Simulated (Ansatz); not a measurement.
**InAs, zinc blende: band edges under a change of volume**

How fast do the gaps move when the cell is scaled evenly? The geometries come from the semilocal relaxation.

Calculated with Ansatz 0.2.0, HSE06, PAW files of the set soft_1, cutoff 600 eV, Fermi–Dirac smearing 0.02 eV, k-mesh 5×5×5, no spin polarisation, no spin-orbit coupling.

Reference cell, relaxed at zero pressure with PBEsol (F-43m): a = 4.3050 Å, b = 4.3050 Å, c = 4.3050 Å, α = 60.00°, β = 60.00°, γ = 60.00°.

```csv
atom,x,y,z
In,0.0000,0.0000,0.0000
As,0.7500,0.7500,0.7500
```

At 106 (volume as a share of the relaxed volume) the gap closes or falls to 0.1 eV or less at this level, and those rows are left out.

Levels are read on the k-mesh and along lines from Γ to X = (0.5, 0, 0.5), L = (0.5, 0.5, 0.5), K = (0.375, 0.375, 0.75) and W = (0.5, 0.25, 0.75) in the reciprocal basis of this cell (the letters only name these points), and count from the highest filled level.

| ln(V/V0) | gap (eV) | direct gap at Γ (eV) |
| --- | --- | --- |
| −0.0619 | 0.797 | 0.797 |
| −0.0202 | 0.551 | 0.551 |
| 0.0000 | 0.431 | 0.431 |
| 0.0198 | 0.314 | 0.314 |
| 0.0392 | 0.198 | 0.198 |

**Question.** Fit the direct gap at Γ and give it at ln(V/V0) = −0.0408, a row left out above.

A straight line through the 5 rows: the means are −0.00462 for ln(V/V0) and 0.4582 for the level, Σ(Δx)² = 0.006062 and ΣΔxΔy = −0.0359, so the slope is −0.0359/0.006062 = −5.9227 and the intercept 0.4582 − (−5.9227)(−0.00462) = 0.4308.

The slope is the volume deformation potential of this gap, −5.92 eV, as a mean over the range. The line gives 0.672 eV. The run itself gives 0.673 eV, so the estimate misses by 0.001 eV, a rounding's worth.

The gap is direct at Γ in every row. Spin-orbit coupling, left out here, splits the valence top by 0.1 eV or more with such elements and lowers the gap.

[Logs are printed without paths, hosts, clocks, repeated set-up lines and the standing remarks that a program may print on its own settings, such as how far it seeks lower states.]
